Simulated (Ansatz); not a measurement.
**Moving the knobs of a GW run on MgH2 (P4_2/mnm)**

A base run on MgH2 (P4_2/mnm), then changed inputs.

Method: G0W0 on PBE, plane waves, PAW; PAW set soft_1, in Ansatz 0.2.0.

## Step 1: The starting structure

The structure is tetragonal, space group P4_2/mnm (No. 136). Conventional cell: a = 4.517 Å, b = 4.517 Å, c = 3.021 Å, α = 90.00°, β = 90.00°, γ = 90.00°. Nearest to Mg lie 6 H at 1.95 Å. Nearest to H lie 3 Mg at 1.95 Å. Farther neighbours are not listed.

As a file:

```cif
data_structure
_symmetry_space_group_name_H-M 'P 1'
_symmetry_Int_Tables_number 1
_cell_length_a 4.5168
_cell_length_b 4.5168
_cell_length_c 3.0205
_cell_angle_alpha 90.000
_cell_angle_beta 90.000
_cell_angle_gamma 90.000
_cell_volume 61.62
loop_
_atom_site_label
_atom_site_type_symbol
_atom_site_fract_x
_atom_site_fract_y
_atom_site_fract_z
_atom_site_occupancy
Mg1 Mg 0.00000 0.00000 0.00000 1
Mg2 Mg 0.50000 0.50000 0.50000 1
H3 H 0.30600 0.30600 0.00000 1
H4 H 0.19400 0.80600 0.50000 1
H5 H 0.69400 0.69400 0.00000 1
H6 H 0.80600 0.19400 0.50000 1
```

The cell and positions come from the Crystallography Open Database and are kept as given unless a step says otherwise.

## Step 2: The base run: 4×4×4 mesh, 49 empty bands, screening to 50 eV, PAW set soft_1 files

G0W0 replaces the xc potential by the self-energy, built once from these orbitals. Only a window of levels is corrected, while the sums run over the empty bands that the input names. This step takes PAW set soft_1 files.

Input file input.yaml:

```yaml
crystal:
  lattice:
    - [4.5168, 0.0, 0.0]
    - [0.0, 4.5168, 0.0]
    - [0.0, 0.0, 3.0205]
  atoms:
    - { symbol: Mg, position: [0.0, 0.0, 0.0] }
    - { symbol: Mg, position: [0.5, 0.5, 0.5] }
    - { symbol: H, position: [0.306, 0.306, 0.0] }
    - { symbol: H, position: [0.194, 0.806, 0.5] }
    - { symbol: H, position: [0.694, 0.694, 0.0] }
    - { symbol: H, position: [0.806, 0.194, 0.5] }
kpoints:
  mp_grid: { grid: [4, 4, 4] }
hamiltonian:
  xc: pbe
  pseudopotentials: { kind: paw, azcp: { folder: soft_1 } }
scf:
  occupations: { method: fixed }
gw:
  n_empty_bands: 49
  ecut_chi: 50
  qp_bands: [v2, c2]
  qp_kpoints: band_edges
  screening: { model: contour_deformation }
```

Started as:

```
> ansatz run input.yaml --threads 2 --pin off --max-ram 92160MiB --backend cuda --events-out ev --progress --plain --runs-dir out --devices 1 --max-vram 13GiB
```

Numbers of over 12 decimals in the logs are rounded to 6 here.

The log of the run:

```text
GPUs: using 1 of 1 available (devices: 1).
Engine: ansatz 0.2.0, x86_64-unknown-linux-gnu
Pseudopotentials: kind: paw
Pseudopotential: Mg, paw, valence charge 10, recommended cutoff 420 eV (normal), soft_1/Mg.paw.azcp
Pseudopotential: H, paw, valence charge 1, recommended cutoff 420 eV (normal), soft_1/H.paw.azcp
Functional definition: PBE
  parameter kappa = 0.804
  parameter beta = 0.066725
  exchange = pbe_x(kappa = kappa, mu = beta*pi^2/3)
  correlation = pbe_c(beta = beta)
device memory: the entry about to start is reckoned to put 0.6 GiB on a device that reports 32.4 GiB free (of which the cap on the GPU budget leaves the run 13.0 GiB)
GPU FFT provider: cuFFT
GPU libraries: cuBLAS 13.8.2, cuFFT 12.4.0, cuSOLVER 12.3.4
Crystal: 6 atoms, lattice volume = 61.623 Å³
Basis set: ecut = 420 eV, 1195 PW (Γ)
Bands: 18, of which v1, the nominal top of the filled ones, is band 12 counted from 1 (11 counted from 0)
Symmetry: 16 space group operations
Space group: P42/mnm (ITA 136), of the structure as read, at distance tolerance 3.9e-5 Å
k-points: 18 of 64
Non-local potential: Mg, projectors of the file, l = 0: 3, l = 1: 2, l = 2: 1
Non-local potential: H, projectors of the file, l = 0: 2, l = 1: 1
PAW form: soft (Blöchl's): semilocal exchange-correlation on the pseudo side does not see the compensation charge
PAW one-centre angular grid: Mg, 110 points (default); XC on 64 Gauss nodes
PAW one-centre angular grid: H, 110 points (default); XC on 64 Gauss nodes
Initial density: superposition of atomic densities (chi_scale 0.1, normalization cell, long waves kept (reshape's long-wave potential 0.00 eV rms))
Initial wavefunctions: pseudopotential atomic-orbital guess
GPU buffer pool allocated for 24576 grid points (all kernels)
GPU transforms: local potential and band sums: pruned to the plane-wave sphere, on 32×32×24
Functional: x = pbe(κ = 0.804, μ = 0.219515), c = pbe(β = 0.066725)
SCF iter   1: F=—  HF=-3913.214379 eV  |F-HF|=—  |Δ(HF+E_count)|=         —  Δρ=7.79e-2  dr2=3.29e0  ethr=3.10e-3  ⟨swp⟩=4.7  Hψ=1430  notcnv=0  defer=46
preconditioner: auto → none  [insulator: Δε(μ)=4.772 eV  Ē_g=10.553 eV  n_scr=10 (ndim 8)  ℏωp=13.4 eV  f_vac=0.000  ε∞_Penn≈2.6]
SCF iter   2: F=—  HF=-3912.268670 eV  |F-HF|=—  |Δ(HF+E_count)|=   9.46e-1  Δρ=2.51e-2  dr2=3.70e-1  ethr=3.10e-3  ⟨swp⟩=2.0  Hψ=590  notcnv=0  defer=56
SCF iter   3: F=—  HF=-3912.181049 eV  |F-HF|=—  |Δ(HF+E_count)|=   8.76e-2  Δρ=2.46e-3  dr2=1.40e-3  ethr=1.54e-3  ⟨swp⟩=2.0  Hψ=398  notcnv=0  defer=70
SCF iter   4: F=—  HF=-3912.183444 eV  |F-HF|=—  |Δ(HF+E_count)|=   2.40e-3  Δρ=3.67e-4  dr2=3.64e-5  ethr=5.85e-6  ⟨swp⟩=2.1  Hψ=398  notcnv=0  defer=72
[...]
E_hartree    = 1251.180052
  E_xc         = -89.823448
  E_vxc        = -115.918097  (∫ρ·V_xc dr)
  E_paw        = -604.553426  (= ΣΔE_a)
  E_vpaw       = -90.314241  (= ΣTr[D̂ρ^β])
  E_aug_tail   = -0.005116  (compensation charges beyond the density's cutoff)
  E_ewald      = -1419.135044
  E_smearing   = -0.000000  (= −TS)
  E_closure    = -0.000000  (closes the sum)
  Σ components = -3912.183520   (vs F -3912.183520, Δ=0.00e0)
--- Band table (eV; the first three rows and the last of 18) ---
  k-point 0: bands = [... 8 lower, -4.6509, 0.3370, 0.3370, 1.2698, 6.5045, 6.8515, 10.8805, 10.8805, ... 2 higher]
  k-point 1: bands = [... 8 lower, -3.7296, 0.9089, 0.9089, 1.0535, 6.8958, 7.5295, 9.3479, 10.7221, ... 2 higher]
  k-point 2: bands = [... 8 lower, -1.2478, -1.2478, 1.6895, 1.6895, 8.0068, 8.0068, 8.5618, 8.5618, ... 2 higher]
  k-point 17: bands = [... 8 lower, -0.1318, -0.1318, 0.8360, 0.8360, 5.6151, 5.6151, 5.9435, 5.9435, ... 2 higher]
--- G₀W₀: contour deformation, 6 samples at zero and on the imaginary axis and 1 off it, 64 q-points, 49 empty bands' worth ---
  eigenvalues of the whole cell's RPA ε∞ on this k-mesh (on a slab, of 1 + 4πα/V) = 3.6465, 3.6569, 3.6569; static W/v taken at q = 0 is 0.273836
  bands read: the sum over 61 bands ends inside a degenerate multiplet in 12 slots, whose members it reads at an even weight; the widest, k=1: bands 61 to 62 (counted from 1) at 1/2 each
  gw.qp_kpoints: band_edges: 12 of 18 stored k-points solved, in 1 pass; an edge of the gap read off the rows below is read off those points alone
    valence top: of the k-points left out ik 1 came nearest to being solved in a further pass, in band 12 (counted from 1, as in the quasiparticle table): it holds the edge there only if its correction is more favourable than any solved in that band by at least 0.605 eV; those differ by 0.187 eV
    conduction bottom: of the k-points left out ik 1 came nearest to being solved in a further pass, in band 13 (counted from 1, as in the quasiparticle table): it holds the edge there only if its correction is more favourable than any solved in that band by at least 0.956 eV; those differ by 0.511 eV
    ik  band        ε_KS         Σx   Σc(E_QP)       V_xc       Z   E_QP_lin       E_QP  E_QP is
     0    11      0.3370   -15.4032     2.9865   -11.2530  0.7579    -0.8518    -0.8266  root
     0    12      1.2698   -15.0576     2.5259   -11.6033  0.7708     0.3286     0.3415  root
     0    13      6.5045    -2.9099    -3.4272    -6.8207  0.8184     6.9906     6.9880  root
     0    14      6.8515    -5.9855    -3.3536   -10.2560  0.8045     7.7780     7.7684  root
     2    11      1.6895   -15.4255     2.6604   -11.7602  0.7730     0.6700     0.6846  root
     2    12      1.6895   -15.4255     2.6604   -11.7602  0.7730     0.6700     0.6846  root
     2    13      8.0068    -5.6087    -3.8501   -10.4537  0.7969     9.0163     9.0016  root
     2    14      8.0068    -5.6087    -3.8501   -10.4537  0.7969     9.0163     9.0016  root
[...]
17    11      0.8360   -15.0747     2.8420   -11.1172  0.7648    -0.3003    -0.2793  root
    17    12      0.8360   -15.0747     2.8420   -11.1172  0.7648    -0.3003    -0.2793  root
    17    13      5.6151    -5.2607    -3.4528    -9.5221  0.8110     6.4307     6.4237  root
    17    14      5.6151    -5.2607    -3.4528    -9.5221  0.8110     6.4307     6.4237  root
[key lines of the parts left out:]
SCF converged after 6 iterations
Free energy (F): -3912.183520 eV
Fermi energy:    1.709112 eV
```

It took 12 s on 1 × NVIDIA H100 80GB HBM3 (shared by 6 runs) with 2 threads of AMD EPYC 7R13 (Zen 3), shared host; peak memory 0.99 GiB; 14 s of CPU time.

This step gave:

- bands summed: 61
- RPA ε∞ on this mesh (eigenvalues): 3.647, 3.657, 3.657
- plane waves in the screening matrix: 47
- q-points in the mesh: 64
- G0W0 gap on the mesh: 5.693 eV
- k of the valence top: 0, 0.25, 0
- k of the conduction bottom: -0.5, -0.5, -0.5
- starting gap on the mesh: 3.906 eV
- Z at the valence top: 0.7743
- Z at the conduction bottom: 0.8110
- least direct G0W0 gap on the computed points: 6.502 eV

The gap on the mesh goes from 3.91 eV to 5.69 eV, a correction of +1.79 eV. Between the two edge states, bare exchange in place of the xc potential would open the gap by 7.82 eV, and correlation takes back 6.03 eV.

## Step 3: Variant: no symmetry

input.yaml: that of step 2 with these lines changed.

```diff
@@ -12,2 +12,3 @@
     - { symbol: H, position: [0.806, 0.194, 0.5] }
+  symmetry: { detect: false }
 kpoints:
@@ -20,4 +21,4 @@
 gw:
-  n_empty_bands: 49
-  ecut_chi: 50
+  n_empty_bands: 65
+  ecut_chi: 60
   qp_bands: [v2, c2]
```

The log of the run:

```text
GPUs: using 1 of 1 available (devices: 1).
[...]
GPU FFT provider: cuFFT
GPU libraries: cuBLAS 13.8.2, cuFFT 12.4.0, cuSOLVER 12.3.4
Crystal: 6 atoms, lattice volume = 61.623 Å³
Basis set: ecut = 420 eV, 1195 PW (Γ)
Bands: 18, of which v1, the nominal top of the filled ones, is band 12 counted from 1 (11 counted from 0)
Symmetry: 1 space group operations
k-points: 36 of 64 (time reversal used)
[...]
GPU buffer pool allocated for 24576 grid points (all kernels)
[...]
SCF iter   1: F=—  HF=-3913.214400 eV  |F-HF|=—  |Δ(HF+E_count)|=         —  Δρ=7.79e-2  dr2=3.29e0  ethr=3.10e-3  ⟨swp⟩=4.8  Hψ=2856  notcnv=0  defer=106
[...]
SCF iter   6: F=-3912.183520 eV  HF=-3912.183520 eV  |F-HF|=6.88e-9  |Δ(HF+E_count)|=   2.81e-7  Δρ=2.73e-6  dr2=9.14e-9  ethr=4.17e-10  ⟨swp⟩=8.2  Hψ=2989  notcnv=0
SCF 1 converged in 6 iterations: F = -3912.183520 eV  dr2 = 9.14e-9
[...]
NSCF: frozen V_eff on 36 k-points, pencils in batches of 32, up to order 72
[...]
NSCF: frozen V_eff on 36 k-points
G₀W₀ screening: q 1/36
[... further progress lines ...]
SCF converged after 6 iterations
Free energy (F): -3912.183520 eV
[...]
Internal energy: -3912.183520 eV  (E = F + TS)
E sigma→0 (E₀):  -3912.183520 eV
Fermi energy:    1.709112 eV
[...]
--- Band table (eV; the first three rows and the last of 36) ---
  k-point 0: bands = [... 8 lower, -4.6509, 0.3370, 0.3370, 1.2698, 6.5045, 6.8515, 10.8805, 10.8805, ... 2 higher]
  k-point 1: bands = [... 8 lower, -3.7296, 0.9089, 0.9089, 1.0535, 6.8958, 7.5295, 9.3479, 10.7221, ... 2 higher]
  k-point 2: bands = [... 8 lower, -1.2479, -1.2478, 1.6894, 1.6895, 8.0068, 8.0068, 8.5618, 8.5618, ... 2 higher]
  k-point 35: bands = [... 8 lower, -0.1318, -0.1317, 0.8360, 0.8360, 5.6150, 5.6151, 5.9435, 5.9435, ... 2 higher]
[...]
0    11      0.3370   -15.4032     2.9105   -11.2530  0.7558    -0.9314    -0.9026  root
     0    12      1.2698   -15.0576     2.4255   -11.6033  0.7685     0.2251     0.2411  root
     0    13      6.5045    -2.9099    -3.4637    -6.8207  0.8186     6.9537     6.9515  root
     0    14      6.8515    -5.9855    -3.4361   -10.2560  0.8037     7.6938     7.6859  root
     2    11      1.6895   -15.4255     2.5605   -11.7602  0.7702     0.5669     0.5848  root
     2    12      1.6895   -15.4255     2.5605   -11.7602  0.7702     0.5669     0.5848  root
     2    13      8.0068    -5.6087    -3.9283   -10.4537  0.7964     8.9358     8.9235  root
     2    14      8.0068    -5.6087    -3.9283   -10.4537  0.7964     8.9358     8.9235  root
[...]
35    11      0.8360   -15.0747     2.7588   -11.1172  0.7625    -0.3870    -0.3626  root
    35    12      0.8360   -15.0747     2.7588   -11.1172  0.7625    -0.3870    -0.3626  root
    35    13      5.6151    -5.2607    -3.5129    -9.5221  0.8110     6.3696     6.3635  root
    35    14      5.6151    -5.2607    -3.5129    -9.5221  0.8110     6.3696     6.3635  root
```

Elapsed: 17 s, on 1 × NVIDIA H100 80GB HBM3 (shared by 6 runs) with 2 threads; peak memory 1 GiB.

The G0W0 gap on the mesh is 5.734 eV.

Against the base:

```csv
setting,base,variant
empty bands,49,65
screening cutoff (eV),50,60
symmetry detection,-,false
```

```csv
quantity,variant,base
starting gap on the mesh,3.906,3.906
G0W0 gap on the mesh,5.734,5.693
least direct G0W0 gap on the computed points,6.546,6.502
Z at the valence top,0.772,0.774
Z at the conduction bottom,0.811,0.811
```

## Step 4: What came out

| Property | Result |
| --- | --- |
| base | 5.69 eV, 12 s |
| no symmetry | 5.73 eV, 17 s |

No symmetry: the gap moves by +0.04 eV. The variant differs from the base in empty bands, screening cutoff and symmetry detection together, so the change can't be laid to one of them. Symmetry itself changes the cost, not the physics. All runs here use a coarse mesh and modest cutoffs; they test settings and are not final values. The 4×4×4 mesh is coarse for this cell (its supercell is 12 Å along the shortest edge). The RPA ε∞ on it, from the PBE start, is 3.65 and 3.66; such meshes misread the long-range screening, most where the gap is narrow.

[Paths, hosts, dates, memory and timing lines, banners, echoed tables and standing remarks are left out of the program output.]

[Logs are printed without paths, hosts, clocks, repeated set-up lines and the standing remarks that a program may print on its own settings, such as how far it seeks lower states.]

[Runs of the session that timed out or met a known fault of the program may be left out.]

[Cells called generated may have been cut or substituted from an entry of the Crystallography Open Database or the Materials Project.]

[Hosts, paths, dates, database ids (printed as entryN), source tags and the programs' standing remarks are cut or masked in the printed files.]
